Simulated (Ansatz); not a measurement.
Computed results, one entry a study.

```json
{"subject": "KAuF3 (cubic perovskite) (Pm-3m): Hubbard U and Hund's J by constrained RPA", "lattice_ang": [[0.0, -4.3278, 0.0], [-0.0, 0.0, 4.3278], [-4.3278, 0.0, -0.0]], "atoms": [["K", 0.0, 0.0, 1.0], ["Au", 0.5, 0.5, 0.5], ["F", 0.5, 0.5, 0.0], ["F", 0.5, 1.0, 0.5], ["F", 1.0, 0.5, 0.5]], "method": "DFT, LDA, plane waves, PAW (and 1 further level or step)", "program": "Ansatz 0.2.0", "settings_of_one_run": "cutoff 420 eV, 8×8×8 k-mesh, smearing width 0.08 eV, default PAW, coordination {\"Au\": \"octahedral\"}, magnetic state non-magnetic by constraint", "cost": "3 runs, 5.5 min in all on 4 threads of Arm Neoverse V1, shared host (the runs of this entry)", "notes": "The structure was built from a prototype and need not be the compound’s stable phase. This run has no spin polarisation although its electron count is odd. The structure was relaxed with LDA. The structure type comes from a generator and need not be one that this composition takes. Limits: no spin-orbit coupling. The bands cross the Fermi level under this constraint, which need not be the crystal’s state: magnetic order, correlation or a lattice distortion may open a gap. Spin-orbit coupling, which is strong for atoms this heavy, is left out.", "results": {"au_d": "U 4.66 eV, U′ 3.98 eV, J 0.31 eV, bare V 12.7 eV", "au_d_anion_p": "U 6.73 eV, U′ 5.72 eV, J 0.51 eV, bare V 16.9 eV", "method": "constrained RPA on non-magnetic LDA, 4×4×4 mesh, static; search for lower states off"}}
```

[Paths, hosts, dates, memory and timing lines, banners, echoed tables and standing remarks are left out of the program output.]

[Logs are printed without paths, hosts, clocks, repeated set-up lines and the standing remarks that a program may print on its own settings, such as how far it seeks lower states.]

[Runs of the session that timed out or met a known fault of the program may be left out.]

[Hosts, paths, dates, database ids (printed as entryN), source tags and the programs' standing remarks are cut or masked in the printed files.]
